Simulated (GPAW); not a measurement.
Records of electronic-structure calculations.

```json
{"subject": "A GW chain in GPAW: Bi2Te2Se (R-3m)", "lattice_ang": [[2.161, 1.2476, 10.5856], [-2.161, 1.2476, 10.5856], [0.0, -2.4953, 10.5856]], "atoms": [["Bi", 0.6083, 0.6083, 0.6083], ["Bi", 0.3917, 0.3917, 0.3917], ["Te", 0.2196, 0.2196, 0.2196], ["Te", 0.7804, 0.7804, 0.7804], ["Se", 0.0, 0.0, 0.0]], "method": "DFT, LDA, plane waves, PAW (and 1 further level or step)", "program": "GPAW 26.7.0", "settings_of_one_run": "cutoff 450 eV, GPAW PAW setups 1.2.1 data release, 4×4×4 k-mesh, nbands 586", "cost": "3 runs, 26 min in all on 8 MPI ranks of Intel Xeon Platinum 8259CL at 2.50GHz (Skylake/Cascade Lake), shared host (the runs of this entry)", "notes": "The cell and positions are those that the Materials Project relaxed with its own functionals (PBE, PBE+U or r2SCAN), kept fixed. Limits: no spin-orbit coupling. The calculation has static nuclei and no excitons; a measured gap holds zero-point and thermal motion, which mostly lowers it. With atoms this heavy the missing spin-orbit coupling can matter too. Bands and cutoff are finite, so the gap is not at the basis limit. The miss can reach some tenths of an eV and take either sign; the mesh is an error of its own. These scalar-relativistic gaps are then model values, not to be set against experiment, and a spin-orbit change taken from DFT can’t simply be added.", "results": {"lda_gap": "0.34 eV, direct", "g0w0_gap_on_the_mesh": "0.61 eV", "gw_settings": "4×4×4 mesh, 267 bands, screening to 78 eV, Godby-Needs plasmon pole", "known_limits": "not at the basis limit; model gap, bands may invert with spin-orbit coupling; no spin-orbit coupling"}}
```

[Paths, hosts, dates, memory and timing lines, banners, echoed tables and standing remarks are left out of the program output.]

[Logs are printed without paths, hosts, clocks, repeated set-up lines and the standing remarks that a program may print on its own settings, such as how far it seeks lower states.]

[Runs of the session that timed out or met a known fault of the program may be left out.]

[Hosts, paths, dates, database ids (printed as entryN), source tags and the programs' standing remarks are cut or masked in the printed files.]
